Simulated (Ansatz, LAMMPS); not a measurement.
**Convergence of a linear-scaling basis for liquid Al at 1200 K (111 atoms)**

Aim: test how closely localised support functions follow the reference on liquid Al at 1200 K (111 atoms), and at what cost. A setting counts as converged where the r.m.s. difference of forces stays under 1 % of the r.m.s. force.

Main program and level: Ansatz 0.2.0; Kohn-Sham DFT, PBE, PAW (set soft_2), plane waves.

## (1) The starting structure

The cell holds 111 atoms: 111 Al. Its edges and angles: a = 12.877 Å, b = 12.877 Å, c = 12.877 Å, α = 90.0°, β = 90.0°, γ = 90.0°. 111 atoms (111 Al) placed at random at 2.39 g/cm³, melted at 1500 K for 10 ps at fixed volume with the Finnis-Sinclair Al potential (Mendelev, file Al_mm.eam.fs of the LAMMPS distribution). Snapshot at the end of a hold of 10 ps at 1200 K and zero pressure.

What the set-up can't give: The network of bonds at the start is that of the classical potential that made the cell, and needn't be the one that DFT or experiment would give. The electron count is odd and the run has no spin polarisation.

## (2) How the cell was made

A classical potential supplies the starting structure, since it reaches far longer times than DFT.

This step: classical MD, Finnis-Sinclair Al potential (Mendelev, file Al_mm.eam.fs of the LAMMPS distribution) (LAMMPS 22 Jul 2025 - Update 4).

File in.lmp:

```
# melt-quench of Al111
units metal
atom_style atomic
boundary p p p
region box block 0 12.7703 0 12.7703 0 12.7703
create_box 1 box
mass 1 26.9815   # Al
create_atoms 1 random 111 617714 NULL overlap 1.91 maxtry 2000
pair_style eam/fs
pair_coeff * * Al_mm.eam.fs Al
neigh_modify delay 0 every 1 check yes
thermo_style custom step time temp pe press density
thermo_modify norm yes
timestep 0.002
thermo 100
min_style cg
minimize 1e-4 1e-4 200 2000
reset_timestep 0
velocity all create 1500 617715 mom yes dist gaussian
fix lim all nve/limit 0.05
fix lan all langevin 1500 1500 0.2 617716 zero yes
thermo 500
run 1000 post no
unfix lim
unfix lan
thermo 833
fix md all nvt temp 1500 1500 0.2
run 5000 post no
unfix md
thermo 833
fix md all npt temp 1500 1200 0.2 iso 0 0 2
run 2500 post no
unfix md
compute msd all msd com yes
thermo 1250
fix md all npt temp 1200 1200 0.2 iso 0 0 2
run 5000 post no
print "== T1200: mean square displacement over the hold $(c_msd[4]:%.2f) A^2"
unfix md
uncompute msd
write_dump all custom T1200.dump id type xs ys zs modify sort id
```

Command:

```bash
lmp -in in.lmp -log none -nocite
```

Numbers of over 12 decimals in the logs are rounded to 6 here.

Output:

```text
LAMMPS (22 Jul 2025 - Update 4)
Created orthogonal box = (0 0 0) to (12.7703 12.7703 12.7703)
Created 111 atoms
   Step          Time           Temp          PotEng         Press         Density
         0   0              0             -2.2774091      212039.22      2.3880063
        75   0.15           0             -3.2917843     -45841.064      2.3880063
Loop time of 0.155909 s on 1 MPI rank(s) for 75 steps with 111 atoms
Minimization stats:
  Stopping criterion = energy tolerance
  Energy initial, next-to-last, final =
     -2.27740911892985  -3.29158497832227  -3.29178432617227
  Force two-norm initial, final = 58.877608 0.2948095
  Iterations, force evaluations = 75 95
   Step          Time           Temp          PotEng         Press         Density
         0   0              1500          -3.2917843     -34902.397      2.3880063
       500   1              1559.895      -3.0910895      20843.911      2.3880063
      1000   2              1449.4935     -3.0982226      19196.403      2.3880063
Loop time of 1.54123 s on 1 MPI rank(s) for 1000 steps with 111 atoms
   Step          Time           Temp          PotEng         Press         Density
      1000   2              1449.4935     -3.0982226      19196.403      2.3880063
      1666   3.332          1490.243      -3.0938042      15544.468      2.3880063
      2499   4.998          1600.2858     -3.0726939      25513.893      2.3880063
      3332   6.664          1411.1158     -3.0809126      21182.979      2.3880063
      4165   8.33           1758.0582     -3.0670821      28649.708      2.3880063
      4998   9.996          1417.586      -3.0711742      23478.125      2.3880063
      5831   11.662         1460.3924     -3.0682539      21449.686      2.3880063
[... 1 line left out ...]
Loop time of 4.99161 s on 1 MPI rank(s) for 5000 steps with 111 atoms
   Step          Time           Temp          PotEng         Press         Density
[... 5 lines left out ...]
Loop time of 1.42847 s on 1 MPI rank(s) for 2500 steps with 111 atoms
   Step          Time           Temp          PotEng         Press         Density
[... 2 lines left out ...]
     10000   20             1237.2907     -3.0951164     -2511.0715      2.3215693
     11250   22.5           1133.3529     -3.0884289     -7786.9575      2.2941781
     12500   25             1146.0702     -3.0858286     -1864.8704      2.2827527
     13500   27             1203.8621     -3.1117308     -7555.9093      2.3292528
Loop time of 3.96275 s on 1 MPI rank(s) for 5000 steps with 111 atoms
== T1200: mean square displacement over the hold 56.16 A^2
```

The job ended after 12 s (1 thread of Intel Xeon at 2.80GHz (Skylake/Cascade Lake), shared host; peak memory 0.35 GiB).

## (3) Plane-wave single point

This run is the reference for what follows, at a cutoff of 420 eV.

File input.yaml:

```yaml
crystal:
  lattice:
    - [12.87678, 0.0, 0.0]
    - [0.0, 12.87678, 0.0]
    - [0.0, 0.0, 12.87678]
  atoms:
    - { symbol: Al, position: [0.11909, 0.83941, 0.90832] }
    - { symbol: Al, position: [0.60493, 0.7219, 0.56143] }
    - { symbol: Al, position: [0.4683, 0.35866, 0.6545] }
    - { symbol: Al, position: [0.97636, 0.33047, 0.15389] }
    - { symbol: Al, position: [0.51598, 0.55981, 0.57042] }
    - { symbol: Al, position: [0.72361, 0.18982, 0.94542] }
    - { symbol: Al, position: [0.02361, 0.62435, 0.41866] }
    - { symbol: Al, position: [0.42052, 0.97792, 0.8644] }
    - { symbol: Al, position: [0.54023, 0.40577, 0.22234] }
    - { symbol: Al, position: [0.51911, 0.87066, 0.00875] }
    - { symbol: Al, position: [0.88192, 0.14542, 0.76692] }
    - { symbol: Al, position: [0.78634, 0.29788, 0.19516] }
    - { symbol: Al, position: [0.60348, 0.93245, 0.51506] }
    - { symbol: Al, position: [0.17999, 0.04552, 0.20779] }
    - { symbol: Al, position: [0.25594, 0.66343, 0.86146] }
    - { symbol: Al, position: [0.36663, 0.68448, 0.63526] }
    - { symbol: Al, position: [0.62457, 0.08948, 0.81762] }
    - { symbol: Al, position: [0.94525, 0.4541, 0.01321] }
    - { symbol: Al, position: [0.08674, 0.59684, 0.95966] }
    - { symbol: Al, position: [0.18468, 0.49227, 0.75397] }
    - { symbol: Al, position: [0.16415, 0.31421, 0.09272] }
    - { symbol: Al, position: [0.39066, 0.31156, 0.97394] }
    - { symbol: Al, position: [0.189, 0.04897, 0.86349] }
    - { symbol: Al, position: [0.93039, 0.57759, 0.68363] }
    - { symbol: Al, position: [0.98022, 0.02374, 0.27472] }
    - { symbol: Al, position: [0.1643, 0.61863, 0.59213] }
    - { symbol: Al, position: [0.67799, 0.25208, 0.44542] }
    - { symbol: Al, position: [0.09229, 0.22809, 0.32042] }
    - { symbol: Al, position: [0.65926, 0.46129, 0.60369] }
    - { symbol: Al, position: [0.48316, 0.70495, 0.81833] }
    - { symbol: Al, position: [0.88671, 0.25176, 0.41167] }
    - { symbol: Al, position: [0.08056, 0.67956, 0.748] }
    - { symbol: Al, position: [0.92361, 0.80362, 0.83103] }
    - { symbol: Al, position: [0.85574, 0.96253, 0.68789] }
    - { symbol: Al, position: [0.69612, 0.71795, 0.98156] }
    - { symbol: Al, position: [0.86006, 0.13207, 0.10114] }
    - { symbol: Al, position: [0.46515, 0.34835, 0.43823] }
    - { symbol: Al, position: [0.4117, 0.7831, 0.46675] }
    - { symbol: Al, position: [0.07167, 0.15579, 0.0094] }
    - { symbol: Al, position: [0.77656, 0.60794, 0.53308] }
    - { symbol: Al, position: [0.81601, 0.61129, 0.29351] }
    - { symbol: Al, position: [0.28819, 0.51616, 0.02146] }
    - { symbol: Al, position: [0.81227, 0.36392, 0.67548] }
    - { symbol: Al, position: [0.80372, 0.92057, 0.1678] }
    - { symbol: Al, position: [0.48832, 0.08313, 0.6634] }
    - { symbol: Al, position: [0.71216, 0.65835, 0.77622] }
    - { symbol: Al, position: [0.53392, 0.90045, 0.34132] }
    - { symbol: Al, position: [0.26117, 0.85221, 0.76119] }
    - { symbol: Al, position: [0.54891, 0.28748, 0.8779] }
    - { symbol: Al, position: [0.69161, 0.45714, 0.39797] }
    - { symbol: Al, position: [0.82404, 0.77978, 0.61935] }
    - { symbol: Al, position: [0.31631, 0.42298, 0.56085] }
    - { symbol: Al, position: [0.17608, 0.03857, 0.45118] }
    - { symbol: Al, position: [0.31921, 0.1776, 0.3096] }
    - { symbol: Al, position: [0.91078, 0.64633, 0.10768] }
    - { symbol: Al, position: [0.42301, 0.03437, 0.16098] }
    - { symbol: Al, position: [0.94331, 0.26983, 0.93304] }
    - { symbol: Al, position: [0.24462, 0.04186, 0.68201] }
    - { symbol: Al, position: [0.23604, 0.30074, 0.72258] }
    - { symbol: Al, position: [0.62106, 0.0334, 0.14585] }
    - { symbol: Al, position: [0.60955, 0.51448, 0.85826] }
    - { symbol: Al, position: [0.34671, 0.97996, 0.35782] }
    - { symbol: Al, position: [0.26229, 0.40001, 0.37662] }
    - { symbol: Al, position: [0.04304, 0.79794, 0.58469] }
    - { symbol: Al, position: [0.7638, 0.4151, 0.85716] }
    - { symbol: Al, position: [0.75914, 0.13464, 0.55045] }
    - { symbol: Al, position: [0.20189, 0.73326, 0.12616] }
    - { symbol: Al, position: [0.97626, 0.28515, 0.59618] }
    - { symbol: Al, position: [0.04824, 0.51606, 0.18876] }
    - { symbol: Al, position: [0.36567, 0.82145, 0.22599] }
    - { symbol: Al, position: [0.76198, 0.06371, 0.34511] }
    - { symbol: Al, position: [0.74917, 0.49289, 0.07442] }
    - { symbol: Al, position: [0.51559, 0.51303, 0.0288] }
    - { symbol: Al, position: [0.58731, 0.28142, 0.05841] }
    - { symbol: Al, position: [0.74659, 0.81013, 0.38436] }
    - { symbol: Al, position: [0.33596, 0.37672, 0.16828] }
    - { symbol: Al, position: [0.10766, 0.45199, 0.51901] }
    - { symbol: Al, position: [0.8884, 0.43556, 0.47169] }
    [... 27 atom lines left out ...]
    - { symbol: Al, position: [0.00236, 0.10173, 0.54574] }
    - { symbol: Al, position: [0.1685, 0.25994, 0.51578] }
    - { symbol: Al, position: [0.92615, 0.0145, 0.92536] }
    - { symbol: Al, position: [0.65719, 0.79028, 0.20429] }
    - { symbol: Al, position: [0.1322, 0.37117, 0.92444] }
    - { symbol: Al, position: [0.05855, 0.88909, 0.11897] }
kpoints:
  mp_grid: { grid: [2, 2, 2] }
hamiltonian:
  xc: pbe
scf:
  occupations: { method: fermi_dirac, width: 0.1 }
output:
  forces: true
  stress: true
  populations: intrinsic
  dos:
    method: { smearing: { sigma: 0.08 } }
    de: 0.1
    projected: { site_lists: { Al: [Al] } }
  eigenvalues: true
  write_density: true
  write_potential: true
  volumetric_format: npy
  elf: true
```

Command:

```bash
ansatz run input.yaml --threads 4 --pin off --max-ram 8192MiB --backend cpu --events-out ev --progress --plain --runs-dir out
```

Output:

```text
Engine: ansatz 0.2.0, aarch64-unknown-linux-gnu
Pseudopotentials: kind: paw
Pseudopotential: Al, paw, valence charge 3, recommended cutoff 420 eV (normal), Al.paw.azcp
[... 5 lines on functional and potentials left out ...]
Crystal: 111 atoms, lattice volume = 2135.118 Å³
Basis set: ecut = 420 eV, 41851 PW (Γ), exchange–correlation on 180×180×180 points (8 copies of the dense FFT grid, shifted against one another)
Bands: 278, of which v1, the nominal top of the filled ones, is band 167 counted from 1 (166 counted from 0)
Symmetry: 1 space group operations
Space group: P1 (ITA 1), of the structure as read, at distance tolerance 1.3e-4 Å
k-points: 8
[... 3 lines on functional and potentials left out ...]
Initial density: superposition of atomic densities (neutral atoms: chi_scale 0, normalization atom), corrected by the library's trained network
Initial wavefunctions: pseudopotential atomic-orbital guess
Functional: x = pbe(κ = 0.804, μ = 0.219515), c = pbe(β = 0.066725)
SCF iter   1: F=—  HF=-59629.433645 eV  |F-HF|=—  |Δ(HF+E_count)|=         —  Δρ=1.63e-3  dr2=2.50e-1  ethr=1.77e-3  ⟨swp⟩=7.0  Hψ=12188  notcnv=0  defer=103
preconditioner: auto → Kerker (q_TF=auto, 2.002 Å⁻¹)  [metal: Δε(μ)=0.010 eV  Ē_g=6.144 eV  σ=0.100 eV  W_gap=0.02  n_scr=256 (ndim 8)  ℏωp=14.7 eV  f_vac=0.000  D(μ)=42.73/eV (n_scr^D=250)]
SCF iter   2: F=—  HF=-59629.428139 eV  |F-HF|=—  |Δ(HF+E_count)|=   5.51e-3  Δρ=9.63e-4  dr2=6.49e-2  ethr=7.52e-5  ⟨swp⟩=1.0  Hψ=2560  notcnv=0  defer=104
SCF iter   3: F=—  HF=-59629.422236 eV  |F-HF|=—  |Δ(HF+E_count)|=   5.90e-3  Δρ=1.67e-4  dr2=1.57e-3  ethr=1.95e-5  ⟨swp⟩=2.6  Hψ=2862  notcnv=0  defer=104
SCF iter   4: F=—  HF=-59629.422079 eV  |F-HF|=—  |Δ(HF+E_count)|=   1.57e-4  Δρ=5.29e-5  dr2=1.32e-4  ethr=4.73e-7  ⟨swp⟩=2.1  Hψ=3454  notcnv=0  defer=104
SCF iter   5: F=—  HF=-59629.422085 eV  |F-HF|=—  |Δ(HF+E_count)|=   5.54e-6  Δρ=1.08e-5  dr2=6.55e-6  ethr=3.96e-8  ⟨swp⟩=1.9  Hψ=3032  notcnv=0  defer=104
SCF iter   6: F=—  HF=-59629.422418 eV  |F-HF|=—  |Δ(HF+E_count)|=   3.34e-4  Δρ=3.96e-6  dr2=6.02e-7  ethr=1.97e-9  ⟨swp⟩=2.1  Hψ=3478  notcnv=0  defer=104
SCF iter   7: F=-59629.422418 eV  HF=-59629.422418 eV  |F-HF|=1.14e-8  |Δ(HF+E_count)|=   3.93e-8  Δρ=7.54e-7  dr2=3.42e-8  ethr=3.00e-11  ⟨swp⟩=19.6  Hψ=15420  notcnv=0
SCF 1 converged in 7 iterations: F = -59629.422418 eV  dr2 = 3.42e-8
  greatest PAW one-centre occupation: 0.499 electrons in one spin orbital (limit 2), on the Al atom at site 4 (counted from 0), in its partial waves of l = 0
SCF converged after 7 iterations
Free energy (F): -59629.422418 eV
Harris-Foulkes:  -59629.422418 eV  (|F-HF|=1.14e-8)
Internal energy: -59627.987360 eV  (E = F + TS)
E sigma→0 (E₀):  -59628.704889 eV
Entropy (-TS):   -1.435058 eV (-12.928 meV/atom)
Fermi energy:    6.262860 eV
--- Per-component energies (eV) ---
  E_band       = 732.097749
  E_kinetic    = 2396.273341
  E_local      = 282.979062  (includes V_loc(G=0)·N_el)
  E_nonlocal   = 1191.967951
  E_hartree    = 195.095713
  E_xc         = -4339.387013
  E_vxc        = -3117.845537  (∫ρ·V_xc dr)
  E_paw        = -51878.933362  (= ΣΔE_a)
  E_vpaw       = -411.470186  (= ΣTr[D̂ρ^β])
  E_aug_tail   = -0.000230  (compensation charges beyond the density's cutoff)
  E_ewald      = -7475.982823
  E_smearing   = -1.435058  (= −TS)
  E_closure    = 0.000000  (closes the sum)
  Σ components = -59629.422418   (vs F -59629.422418, Δ=0.00e0)
--- Forces (eV/Å), atoms counted from 1 ---
  atom   1  Al    -0.15590498    -0.08015540     0.59487458
  atom   2  Al     0.82544716     2.11077124     0.91669620
  atom   3  Al     0.37926988    -0.15030238     1.07266433
  atom   4  Al     0.00195487    -1.40479866     1.13725441
  atom   5  Al    -2.30684860    -0.19954105     0.62393751
  atom   6  Al     1.47106650     0.28942804     0.44334148
  atom   7  Al    -0.11509319    -0.14511526    -0.05196076
  atom   8  Al    -1.00929803    -0.94168796    -1.38617531
  atom   9  Al     0.15851199     0.78227555     0.39899101
  atom  10  Al     0.39767624    -0.23032278     0.46759423
  atom  11  Al    -0.40961596     0.79653085    -0.46147158
  atom  12  Al    -1.13842500     0.30740232     0.53754951
  atom  13  Al     0.57476150     0.36893982     1.02116975
  atom  14  Al    -0.46528090     1.03763919     1.14631180
[...]
atom 110  Al    -0.10044750     0.67861945    -2.43004516
  atom 111  Al    -0.76191329    -0.07760321     0.19788669
  max |Σ_I F_I| component: 7.73e-6 eV/Å
--- Stress (GPa, compression-positive) ---
        0.773886      -0.543576       0.216467
       -0.543576       0.479332      -0.075808
        0.216467      -0.075809       1.215011
  P = ⅓ Tr σ = 0.8227 GPa (8.227 kbar)
--- Band table (eV; the first three rows and the last of 8) ---
  k-point 0: bands = ["-4.0599", "-3.4820", "-3.4351", "-3.2018", [... 262 levels ...], "10.2827", "10.2854", "10.3318", "10.3709", "10.3849", "10.4051", "10.4225", "10.4373", "10.4582", "10.5082", "10.5154", "10.5313"]
[...]
--- intrinsic populations: 111 sites ---
  site symbol       q [e]
     0     Al      2.9547
     1     Al      2.9736
     2     Al      3.0332
[...]
110     Al      2.9918
  spilling = 0.000000 (of n_electrons = 333.000000)
```

Wall time 4.8 min (4 threads of Arm Neoverse V1, shared host); peak memory 5.4 GiB.

The program notes that it cut back its work space to fit the memory limit.

Read from the output:

```yaml
free_energy: -59629.4224 eV
free_energy_per_atom: -537.2020 eV/atom
scf_cycles: 7
pressure: 0.8227 GPa
r_m_s_force_component: 0.8327 eV/Å
longest_force: 3.437 eV/Å
fermi_energy: 6.263 eV
levels_partly_filled_by_over_2_per_cent: 137
```

The r.m.s. force component of 0.83 eV/Å sets the scale for the differences below.

## (4) Support functions medium

With localised support functions most steps grow linearly with size, though the diagonalisation grows faster unless the density matrix is cut; this run measures error and cost at this size. The level medium gives here a grid of 54×54×54 points and a radius of 4.01 Å.

This step: Kohn-Sham DFT, PBE, PAW (set soft_2), localised support functions (medium) (Ansatz 0.2.0).

input.yaml, the sections that differ from step 3:

```yaml
scf:
  occupations: { method: fermi_dirac, width: 0.1 }
  eigensolver: { kind: { support_functions: { accuracy: medium } } }
  max_iter: 150
output:
  forces: true
# crystal, kpoints, hamiltonian: as in step 3
```

Output:

```text
Warning: scf.eigensolver.kind.support_functions: disabling space-group detection — the functions' gradient is summed over unrotated k-points, so no spatial operation reduces the k-mesh or symmetrises the density; time reversal is kept, so that k and −k are solved as one point where they differ and the mesh holds both, and exact exchange and, on two spinor components, a DFT+U term hold to it where the run has them: [...]
settings of this run that can trade accuracy for cost: scf.eigensolver.kind.support_functions [...]
[...]
Crystal: 111 atoms, lattice volume = 2135.118 Å³
Basis set: ecut = 420 eV, 41851 PW (Γ), exchange–correlation on 180×180×180 points (8 copies of the dense FFT grid, shifted against one another)
Bands: 200, of which v1, the nominal top of the filled ones, is band 167 counted from 1 (166 counted from 0)
Symmetry: 1 space group operations
k-points: 8
[...]
Eigensolver: Support functions (medium, 54×54×54 points, laid for a spacing of at most 0.257060 Å, radius 4.008534 Å, 1 species' potentials softened for the grid, 1 wholly corrected for its errors in the mean over positions, 1 with the egg-box correction, energy correction by stochastic trace)
[...]
SCF iter   1: F=—  HF=-59590.890661 eV  |F-HF|=—  |Δ(HF+E_count)|=         —  Δρ=1.93e-2  dr2=3.02e1  ethr=1.00e-1
[...]
SCF iter   8: F=—  HF=-59629.450678 eV  |F-HF|=—  |Δ(HF+E_count)|=   3.58e-3  Δρ=4.08e-6  dr2=8.33e-7  ethr=1.78e-9  κ⁻¹=1.5e-8(r=6)
SCF iter   9: F=-59629.453292 eV  HF=-59629.453292 eV  |F-HF|=7.62e-8  |Δ(HF+E_count)|=   2.61e-3  Δρ=2.51e-6  dr2=3.37e-7  ethr=2.50e-10
SCF 1 converged in 9 iterations: F = -59629.486934 eV  dr2 = 3.37e-7
[...]
SCF converged after 9 iterations
Stability not checked: this state was not tested for a lower state beside it, because the mixer in use, unlike msr1, does not test its closes by its own steps (another_mixer; see scf.mixing.algorithm and scf.lower_state_search)
Free energy (F): -59629.486934 eV
[...]
Internal energy: -59628.053661 eV  (E = F + TS)
E sigma→0 (E₀):  -59628.770298 eV
Entropy (-TS):   -1.433274 eV (-12.912 meV/atom)
Fermi energy:    6.263296 eV
[...]
Σ components = -59629.486934   (vs F -59629.486934, Δ=0.00e0)
--- Forces (eV/Å), atoms counted from 1 ---
  atom   1  Al    -0.15599268    -0.08026370     0.59494156
  atom   2  Al     0.82519739     2.11074238     0.91642903
  atom   3  Al     0.37900880    -0.14972344     1.07214821
  atom   4  Al     0.00190988    -1.40482649     1.13682862
[...]
atom 111  Al    -0.76206169    -0.07735664     0.19795060
  max |Σ_I F_I| component: 2.21e-3 eV/Å
--- Band table (eV; the first three rows and the last of 8) ---
[...]
guard bands above this table: 6 of the run's 200 bands (output.publish_guard_bands: true publishes all)
[...]
```

It took 76 s on 4 threads; peak memory 2.8 GiB.

The program notes that the band table was not solved further than the SCF left it and it switched symmetry off.

Keys that differ from the reference: support_functions.accuracy = "medium" and scf.max_iter = 150.

Forces differ from the reference by 0.30 meV/Å r.m.s., 0.036 % of their size, well within a tolerance of 1 %; the energy by -0.58 meV/atom.

(Part 1 of 3 ends here.)

[Logs are printed without paths, hosts, clocks, repeated set-up lines and the standing remarks that a program may print on its own settings, such as how far it seeks lower states.]

[Hosts, paths, dates, database ids (printed as entryN), source tags and the programs' standing remarks are cut or masked in the printed files.]
